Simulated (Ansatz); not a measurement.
# LaAs (model cell, started as zinc blende): from the cell to its phonons

Wanted: phonon frequencies of LaAs (model cell, started as zinc blende) and what follows from them.

Calculated with Ansatz 0.2.0; DFT r2SCAN, scalar-relativistic, plane waves, PAW.

The structure was built from a prototype and need not be the compound's stable phase.

## (1) The structure

Symmetry: F-43m, No. 216, cubic system. Conventional cell: a = 6.686 Å, b = 6.686 Å, c = 6.686 Å, α = 90.00°, β = 90.00°, γ = 90.00°. La has 4 As at 2.90 Å nearest. Nearest to As lie 4 La at 2.90 Å. Farther neighbours are not listed.

## (2) Bringing the structure to rest

Harmonic phonons are second derivatives at a point where the forces vanish, and they are wanted at zero stress, so atoms and cell are relaxed first.

Contents of input.yaml:

```yaml
crystal:
  lattice:
    - [0.0, 3.34309, 3.34309]
    - [3.34309, 0.0, 3.34309]
    - [3.34309, 3.34309, 0.0]
  atoms:
    - { symbol: La, position: [0.0, 0.0, 0.0] }
    - { symbol: As, position: [0.25, 0.25, 0.25] }
kpoints:
  mp_grid: { grid: [6, 6, 6] }
hamiltonian:
  xc: r2scan
scf:
  occupations: { method: gaussian, width: 0.02 }
output:
  forces: true
  stress: true
  eigenvalues: true
relax:
  adjacent_minimum: "off"
  f_tol: 0.005
  max_steps: 80
  cell: { stress_tol: 0.05 }
```

On the command line:

```bash
$ ansatz run input.yaml --threads 4 --pin off --max-ram 7168MiB --backend cpu --events-out ev --progress --plain --runs-dir out
```

Numbers of over 12 decimals in the logs are rounded to 6 here.

The log of the run:

```text
Engine: ansatz 0.2.0, aarch64-unknown-linux-gnu
Pseudopotentials: kind: paw
Pseudopotential: La, paw, valence charge 11, recommended cutoff 500 eV (meta_gga), La.paw.azcp
Pseudopotential: As, paw, valence charge 15, recommended cutoff 500 eV (meta_gga), As.paw.azcp
Functional definition: r2SCAN
  parameter k0 = 0.174
  parameter k1 = 0.065
  parameter a1 = 4.9479
  exchange = r2scan_x(k0 = k0, k1 = k1, a1 = a1)
  correlation = r2scan_c
Crystal: 2 atoms, lattice volume = 74.726 Å³
Basis set: ecut = 500 eV, 1917 PW (Γ), exchange–correlation on 144×144×144 points (64 copies of the dense FFT grid, shifted against one another)
Bands: 17, of which v1, the nominal top of the filled ones, is band 13 counted from 1 (12 counted from 0)
Symmetry: 24 space group operations
Space group: F-43m (ITA 216), of the structure as read, at distance tolerance 4.2e-5 Å
k-points: 16 of 216 (time reversal used)
Non-local potential: La, projectors of the file, l = 0: 3, l = 1: 2, l = 2: 2, l = 3: 3
Non-local potential: As, projectors of the file, l = 0: 2, l = 1: 2, l = 2: 3, l = 3: 1
PAW form: soft (Blöchl's): semilocal exchange-correlation on the pseudo side does not see the compensation charge
PAW frozen core: La, regenerated for the run's functional (the file was generated under x = pbe(κ = 0.804, μ = 0.219515), c = pbe(β = 0.066725))
PAW frozen core: As, regenerated for the run's functional (the file was generated under x = pbe(κ = 0.804, μ = 0.219515), c = pbe(β = 0.066725))
PAW one-centre angular grid: La, 974 points (default); XC on 160 Gauss nodes
PAW one-centre angular grid: As, 590 points (default); XC on 160 Gauss nodes
Initial density: superposition of atomic densities (neutral atoms: chi_scale 0, normalization atom), corrected by the library's trained network
Initial wavefunctions: pseudopotential atomic-orbital guess
Functional: x = r2scan, c = r2scan; τ floored in thin density (d = 2e-4 eV/Å³)
SCF iter   1: F=—  HF=-11131.873494 eV  |F-HF|=—  |Δ(HF+E_count)|=         —  Δρ=8.26e-3  dr2=1.02e-1  dr2_τ=9.10e-3  ethr=1.77e-3  ⟨swp⟩=5.0  Hψ=1189  notcnv=0
preconditioner: auto → none  [insulator: Δε(μ)=1.803 eV  Ē_g=11.787 eV  σ=0.020 eV  W_gap=1.00  n_scr=14 (ndim 8)  ℏωp=16.1 eV  f_vac=0.047  D(μ)=0.00/eV (n_scr^D=0)  ε∞_Penn≈2.9]
SCF iter   2: F=—  HF=-11131.882941 eV  |F-HF|=—  |Δ(HF+E_count)|=   9.45e-3  Δρ=3.10e-3  dr2=1.27e-2  dr2_τ=1.62e-3  ethr=3.91e-4  ⟨swp⟩=4.8  Hψ=827  notcnv=0
SCF iter   3: F=—  HF=-11131.878963 eV  |F-HF|=—  |Δ(HF+E_count)|=   3.98e-3  Δρ=1.22e-3  dr2=5.39e-4  dr2_τ=3.64e-5  ethr=4.88e-5  ⟨swp⟩=4.2  Hψ=639  notcnv=0
SCF iter   4: F=—  HF=-11131.879174 eV  |F-HF|=—  |Δ(HF+E_count)|=   2.11e-4  Δρ=2.76e-4  dr2=2.49e-5  dr2_τ=2.51e-6  ethr=2.07e-6  ⟨swp⟩=2.2  Hψ=439  notcnv=0
SCF iter   5: F=—  HF=-11131.879198 eV  |F-HF|=—  |Δ(HF+E_count)|=   2.40e-5  Δρ=2.97e-5  dr2=3.16e-7  dr2_τ=2.84e-8  ethr=9.58e-8  ⟨swp⟩=2.1  Hψ=381  notcnv=0
SCF iter   6: F=-11131.879199 eV  HF=-11131.879199 eV  |F-HF|=6.97e-9  |Δ(HF+E_count)|=   6.32e-7  Δρ=6.99e-6  dr2=2.18e-8  dr2_τ=1.30e-9  ethr=3.85e-10  ⟨swp⟩=6.9  Hψ=1520  notcnv=0
SCF 1 converged in 6 iterations: F = -11131.879199 eV  dr2 = 2.18e-8
  greatest PAW one-centre occupation: 0.999 electrons in one spin orbital (limit 2), on the As atom at site 1 (counted from 0), in its partial waves of l = 2
relax step   1: F+E_penalty+E_count = -11131.87919881 eV  Δ(F+E_penalty+E_count) = +0.000e0 eV  max|allowed force component| = 3.180e-17 eV/Å  Δτ_max = 0.0000 Å  P = +2.482 GPa  Ω = 74.726 Å³  (6 SCF iters, dr2 threshold 1.00e-7 eV, accepted)
Crystal: 2 atoms, lattice volume = 81.727 Å³
Basis set: ecut = 500 eV, 2085 PW (Γ), exchange–correlation on 144×144×144 points (64 copies of the dense FFT grid, shifted against one another)
Initial density: handed on by an earlier stage of this run
Initial wavefunctions: those handed on with the density
iter 1 solved again at ethr=5.42e-5 eV; its pass at ethr=3.10e-3 eV (dr2=1.41e-2 eV) is discarded
SCF iter   1: F=—  HF=-11131.795609 eV  |F-HF|=—  |Δ(HF+E_count)|=         —  Δρ=3.25e-3  dr2=1.47e-2  dr2_τ=1.92e-2  ethr=5.42e-5  ⟨swp⟩=2.0  Hψ=2377  notcnv=0
preconditioner: auto → none  [insulator: Δε(μ)=1.731 eV  Ē_g=5.543 eV  σ=0.020 eV  W_gap=1.00  n_scr=14 (ndim 8)  ℏωp=11.6 eV  f_vac=0.122  D(μ)=0.00/eV (n_scr^D=0)  ε∞_Penn≈5.4]
SCF iter   2: F=—  HF=-11131.891536 eV  |F-HF|=—  |Δ(HF+E_count)|=   9.59e-2  Δρ=1.66e-3  dr2=3.72e-3  dr2_τ=1.37e-4  ethr=5.42e-5  ⟨swp⟩=3.8  Hψ=550  notcnv=0
SCF iter   3: F=—  HF=-11131.891390 eV  |F-HF|=—  |Δ(HF+E_count)|=   1.46e-4  Δρ=7.42e-4  dr2=6.41e-4  dr2_τ=2.20e-5  ethr=1.43e-5  ⟨swp⟩=3.3  Hψ=451  notcnv=0
SCF iter   4: F=—  HF=-11131.891354 eV  |F-HF|=—  |Δ(HF+E_count)|=   3.59e-5  Δρ=1.93e-4  dr2=2.27e-5  dr2_τ=9.30e-7  ethr=2.47e-6  ⟨swp⟩=2.2  Hψ=548  notcnv=0
SCF iter   5: F=—  HF=-11131.891369 eV  |F-HF|=—  |Δ(HF+E_count)|=   1.50e-5  Δρ=4.70e-5  dr2=1.14e-6  dr2_τ=3.99e-8  ethr=8.75e-8  ⟨swp⟩=2.0  Hψ=480  notcnv=0
SCF iter   6: F=-11131.891371 eV  HF=-11131.891371 eV  |F-HF|=8.79e-9  |Δ(HF+E_count)|=   1.27e-6  Δρ=9.57e-6  dr2=4.76e-8  dr2_τ=2.89e-9  ethr=7.69e-10  ⟨swp⟩=7.1  Hψ=1424  notcnv=0
SCF 2 converged in 6 iterations: F = -11131.891371 eV  dr2 = 4.76e-8
relax step   2: F+E_penalty+E_count = -11131.89137069 eV  Δ(F+E_penalty+E_count) = -1.217e-2 eV  max|allowed force component| = 4.857e-17 eV/Å  Δτ_max = 0.0000 Å  P = -1.604 GPa  Ω = 81.727 Å³  energy of the carried Pulay correction = -6.905e-4 eV  (6 SCF iters, dr2 threshold 2.00e-7 eV, accepted)
Crystal: 2 atoms, lattice volume = 78.828 Å³
Basis set: ecut = 500 eV, 1989 PW (Γ), exchange–correlation on 144×144×144 points (64 copies of the dense FFT grid, shifted against one another)
iter 1 solved again at ethr=7.36e-6 eV; its pass at ethr=3.10e-3 eV (dr2=1.91e-3 eV) is discarded
SCF iter   1: F=—  HF=-11131.891760 eV  |F-HF|=—  |Δ(HF+E_count)|=         —  Δρ=1.20e-3  dr2=1.99e-3  dr2_τ=2.89e-3  ethr=7.36e-6  ⟨swp⟩=1.9  Hψ=2259  notcnv=0
preconditioner: auto → none  [insulator: Δε(μ)=1.709 eV  Ē_g=5.622 eV  σ=0.020 eV  W_gap=1.00  n_scr=14 (ndim 8)  ℏωp=11.8 eV  f_vac=0.057  D(μ)=0.00/eV (n_scr^D=0)  ε∞_Penn≈5.4]
SCF iter   2: F=—  HF=-11131.907632 eV  |F-HF|=—  |Δ(HF+E_count)|=   1.59e-2  Δρ=6.57e-4  dr2=4.89e-4  dr2_τ=2.17e-5  ethr=7.36e-6  ⟨swp⟩=3.2  Hψ=509  notcnv=0
SCF iter   3: F=—  HF=-11131.907634 eV  |F-HF|=—  |Δ(HF+E_count)|=   2.55e-6  Δρ=2.86e-4  dr2=8.35e-5  dr2_τ=2.98e-6  ethr=1.88e-6  ⟨swp⟩=2.2  Hψ=404  notcnv=0
SCF iter   4: F=—  HF=-11131.907633 eV  |F-HF|=—  |Δ(HF+E_count)|=   1.25e-6  Δρ=5.93e-5  dr2=1.94e-6  dr2_τ=1.04e-7  ethr=3.21e-7  ⟨swp⟩=2.9  Hψ=483  notcnv=0
SCF iter   5: F=-11131.907635 eV  HF=-11131.907635 eV  |F-HF|=8.44e-8  |Δ(HF+E_count)|=   1.90e-6  Δρ=1.62e-5  dr2=1.33e-7  dr2_τ=5.85e-9  ethr=7.69e-10  ⟨swp⟩=7.4  Hψ=1502  notcnv=0
SCF 3 converged in 5 iterations: F = -11131.907635 eV  dr2 = 1.33e-7
relax step   3: F+E_penalty+E_count = -11131.90763522 eV  Δ(F+E_penalty+E_count) = -1.626e-2 eV  max|allowed force component| = 4.438e-17 eV/Å  Δτ_max = 0.0000 Å  P = -0.119 GPa  Ω = 78.828 Å³  energy of the carried Pulay correction = -4.122e-4 eV  (5 SCF iters, dr2 threshold 2.00e-7 eV, accepted)
[...]
relax step   4: F+E_penalty+E_count = -11131.90773675 eV  Δ(F+E_penalty+E_count) = -1.015e-4 eV  max|allowed force component| = 4.387e-17 eV/Å  Δτ_max = 0.0000 Å  P = +0.006 GPa  Ω = 78.604 Å³  energy of the carried Pulay correction = -3.902e-4 eV  (4 SCF iters, dr2 threshold 3.56e-8 eV, accepted)
Initial wavefunctions: pseudopotential atomic-orbital guess (no wavefunctions were taken with the density)
iter 1 solved again at ethr=1.11e-7 eV; its pass at ethr=3.10e-3 eV (dr2=2.90e-5 eV) is discarded
SCF iter   1: F=—  HF=-11131.908123 eV  |F-HF|=—  |Δ(HF+E_count)|=         —  Δρ=4.70e-5  dr2=1.47e-7  dr2_τ=5.03e-7  ethr=1.11e-7  ⟨swp⟩=3.1  Hψ=1994  notcnv=0
preconditioner: auto → none  [insulator: Δε(μ)=1.709 eV  Ē_g=5.644 eV  σ=0.020 eV  W_gap=1.00  n_scr=14 (ndim 8)  ℏωp=11.8 eV  f_vac=0.073  D(μ)=0.00/eV (n_scr^D=0)  ε∞_Penn≈5.4]
SCF iter   2: F=—  HF=-11131.908130 eV  |F-HF|=—  |Δ(HF+E_count)|=   6.51e-6  Δρ=2.41e-5  dr2=4.06e-8  dr2_τ=9.68e-8  ethr=5.66e-10  ⟨swp⟩=2.2  Hψ=487  notcnv=0
SCF iter   3: F=—  HF=-11131.908131 eV  |F-HF|=—  |Δ(HF+E_count)|=   9.41e-7  Δρ=2.95e-6  dr2=2.43e-9  dr2_τ=1.14e-9  ethr=1.56e-10  ⟨swp⟩=2.3  Hψ=445  notcnv=0
SCF iter   4: F=—  HF=-11131.908131 eV  |F-HF|=—  |Δ(HF+E_count)|=   1.36e-8  Δρ=5.72e-7  dr2=3.76e-10  dr2_τ=2.04e-11  ethr=9.36e-12  ⟨swp⟩=2.0  Hψ=480  notcnv=0
SCF iter   5: F=—  HF=-11131.908131 eV  |F-HF|=—  |Δ(HF+E_count)|=  1.93e-10  Δρ=3.07e-7  dr2=2.32e-11  dr2_τ=1.59e-11  ethr=1.45e-12  ⟨swp⟩=2.0  Hψ=336  notcnv=0
SCF iter   6: F=-11131.908131 eV  HF=-11131.908131 eV  |F-HF|=1.82e-12  |Δ(HF+E_count)|=  1.40e-10  Δρ=4.54e-8  dr2=6.45e-13  dr2_τ=3.05e-13  ethr=1.00e-12  ⟨swp⟩=5.8  Hψ=1187  notcnv=0
SCF 5 converged in 6 iterations: F = -11131.908131 eV  dr2 = 6.45e-13
relax step   5: F+E_penalty+E_count = -11131.90813068 eV  Δ(F+E_penalty+E_count) = -3.939e-4 eV  max|allowed force component| = 4.590e-17 eV/Å  Δτ_max = 0.0000 Å  P = +0.007 GPa  Ω = 78.604 Å³  stress off target by 6.82e-3 GPa  SCF on the basis re-selected at this cell (its energy is not comparable with the rows above)  (6 SCF iters)
basis re-selected at this cell: Δ(F+E_penalty+E_count) = -3.939e-4 eV, ΔP = +0.001 GPa vs the last step (what re-selecting the basis moved, of the pressure what is left beyond the Pulay correction that the steps carried, after the strain that the cell walked since its last selection, with what the two solves' SCF thresholds leave and, on support functions, any second-order correction that the steps lacked; it is no m [...]
SCF converged after 6 iterations
Free energy (F): -11131.908131 eV
Harris-Foulkes:  -11131.908131 eV  (|F-HF|=1.82e-12)
Internal energy: -11131.908131 eV  (E = F + TS)
E sigma→0 (E₀):  -11131.908131 eV
Fermi energy:    6.856457 eV
--- Per-component energies (eV) ---
  E_band       = -371.278352
  E_kinetic    = 294.351578
  E_local      = -2779.526499  (includes V_loc(G=0)·N_el)
  E_nonlocal   = -576.321548
  E_hartree    = 1382.421674
  E_xc         = -206.352315
  E_vxc        = -244.602784  (∫ρ·V_xc dr)
  E_paw        = -7285.222971  (= ΣΔE_a)
  E_vpaw       = 157.363728  (= ΣTr[D̂ρ^β])
  E_aug_tail   = -0.000006  (compensation charges beyond the density's cutoff)
  E_vtau       = 12.613821  (kinetic-family band-sum trace: ∫τ·v_τ [+ j·A + Jᵃ·Aᵃ] dr)
  E_ewald      = -1959.869148
  E_core_change = -1.388895  (= ΣΔE_core)
  E_smearing   = -0.000000  (= −TS)
  E_closure    = 0.000000  (closes the sum)
  Σ components = -11131.908131   (vs F -11131.908131, Δ=0.00e0)
--- Forces (eV/Å), atoms counted from 1 ---
  atom   1  La     0.00000000     0.00000000     0.00000000
  atom   2  As     0.00000000     0.00000000     0.00000000
  max |Σ_I F_I| component: 1.02e-16 eV/Å
--- Stress (GPa, compression-positive) ---
        0.006824      -0.000000      -0.000000
       -0.000000       0.006824       0.000000
       -0.000000      -0.000000       0.006824
  P = ⅓ Tr σ = 0.0068 GPa (0.068 kbar)
--- Band table (eV; the first three rows and the last of 16) ---
  k-point 0: bands = [... 9 lower, -3.3323, 4.8104, 4.8104, 4.8104, 7.9664, 9.0791, 9.0791, 9.0791]
  k-point 1: bands = [... 9 lower, -3.1961, 4.6569, 4.9212, 4.9212, 8.3974, 8.9389, 8.9389, 9.0605]
  k-point 2: bands = [... 9 lower, -2.9429, 4.6733, 5.1221, 5.1221, 8.7050, 8.8835, 8.8835, 9.0317]
  k-point 15: bands = [... 9 lower, -2.6479, 4.5274, 5.4513, 6.0017, 7.7112, 8.8405, 9.0023, 9.0858]
--- Relaxed structure (4 steps of the walk, 4 accepted, 1 SCFs on fresh bases) ---
  F+E_penalty+E_count = -11131.90813068 eV   max|allowed force component| = 4.590e-17 eV/Å   (the final SCF, on the basis selected at the relaxed cell)
  cell:  # Å, volume = 78.6039 Å³
    - [0, 3.399941, 3.399941]
    - [3.399941, 0, 3.399941]
    - [3.399941, 3.399941, 0]
  atoms:
    - { symbol: La, position: [0, 0, 0] }
    - { symbol: As, position: [0.25, 0.25, 0.25] }
```

Wall time 7.3 s (4 threads of Arm Neoverse V2, shared host); peak memory 0.55 GiB.

Step by step:

```
step  energy less that of the first step (eV)  largest force component (eV/Å)  pressure (GPa)  volume (Å³)
   1                                   0.0000                          0.0000            2.48        74.73
   2                                  -0.0122                          0.0000           -1.60        81.73
   3                                  -0.0284                          0.0000           -0.12        78.83
   4                                  -0.0285                          0.0000            0.01        78.60
  5*                                  -0.0289                          0.0000            0.01        78.60
```

Relaxation steps marked * repeat the geometry before them on a plane-wave basis chosen anew for their cell, so energy and pressure can jump there.

The run keeps the 24 symmetry operations that it works with, so distortions that break them were not tested.

```
conventional cell, symmetrised  before  after  change
                         a (Å)   6.686  6.800  +1.7 %
                         b (Å)   6.686  6.800  +1.7 %
                         c (Å)   6.686  6.800  +1.7 %
              volume (Å³/atom)   37.36  39.30  +5.2 %
```

Final coordinates:

```xyz
2
Lattice="0.0000 3.3999 3.3999 3.3999 0.0000 3.3999 3.3999 3.3999 0.0000" Properties=species:S:1:pos:R:3 pbc="T T T"
La    0.0000    0.0000    0.0000
As    1.7000    1.7000    1.7000
```

This step gave:

```yaml
pressure: 0.006824 GPa
gap_on_the_k_mesh: 1.709 eV
volume_per_atom: 39.30 Å³
direct_gap_on_mesh: 1.709 eV
```

In this step the volume went from 37.36 to 39.30 Å³/atom.

## (3) Relaxing to small forces for the phonons

Phonons need a cell at rest on their own settings, so the relaxation is repeated with tight tolerances on forces and stress, using the mesh and the filling of the phonon run that follows.

Contents of input.yaml:

```yaml
crystal:
  lattice:
    - [0.0, 3.399941309, 3.399941309]
    - [3.399941309, 0.0, 3.399941309]
    - [3.399941309, 3.399941309, 0.0]
  atoms:
    - { symbol: La, position: [0.0, 0.0, 0.0] }
    - { symbol: As, position: [0.25, 0.25, 0.25] }
kpoints:
  mp_grid: { grid: [8, 8, 8] }
hamiltonian:
  xc: r2scan
scf:
  occupations: { method: fixed }
output:
  forces: true
  stress: true
  eigenvalues: true
relax:
  adjacent_minimum: "off"
  f_tol: 0.001
  max_steps: 60
  cell: { stress_tol: 0.01 }
```

The log of the run:

```text
[...]
Crystal: 2 atoms, lattice volume = 78.604 Å³
Basis set: ecut = 500 eV, 1989 PW (Γ), exchange–correlation on 144×144×144 points (64 copies of the dense FFT grid, shifted against one another)
Bands: 17, of which v1, the nominal top of the filled ones, is band 13 counted from 1 (12 counted from 0)
Symmetry: 24 space group operations
[...]
k-point 28: bands = [... 9 lower, -2.6462, 4.8772, 5.0520, 6.0068, 7.6904, 8.8285, 8.9985, 9.0778]
--- Relaxed structure (1 steps of the walk, 1 accepted, 1 SCFs on fresh bases) ---
[...]
cell:  # Å, volume = 78.6039 Å³
    - [0.0, 3.399941309, 3.399941309]
    - [3.399941309, 0.0, 3.399941309]
    - [3.399941309, 3.399941309, 0.0]
  atoms:
    - { symbol: La, position: [0.0, 0.0, 0.0] }
    - { symbol: As, position: [0.25, 0.25, 0.25] }
[key lines of the parts left out:]
SCF converged after 6 iterations
Free energy (F): -11131.908000 eV
Fermi energy:    6.006777 eV
P = ⅓ Tr σ = 0.0091 GPa (0.091 kbar)
```

Run time: 4.8 s. Hardware: 4 threads; peak memory 0.56 GiB; 18 s of CPU time.

Little changed from the start: no atom moved by 0.005 Å and no cell edge by 0.1 %.

Numbers from this step:

| Item | Value |
| --- | --- |
| pressure | 0.009128 GPa |
| gap on the k-mesh | 1.684 eV |
| direct gap on mesh | 1.684 eV |

The forces vanish by symmetry and the pressure is 0.009 GPa, within the tolerances set. The cell now holds 39.30 Å³/atom.

(Continued in part 2 of 3.)

[Logs are printed without paths, hosts, clocks, repeated set-up lines and the standing remarks that a program may print on its own settings, such as how far it seeks lower states.]

[Hosts, paths, dates, database ids (printed as entryN), source tags and the programs' standing remarks are cut or masked in the printed files.]
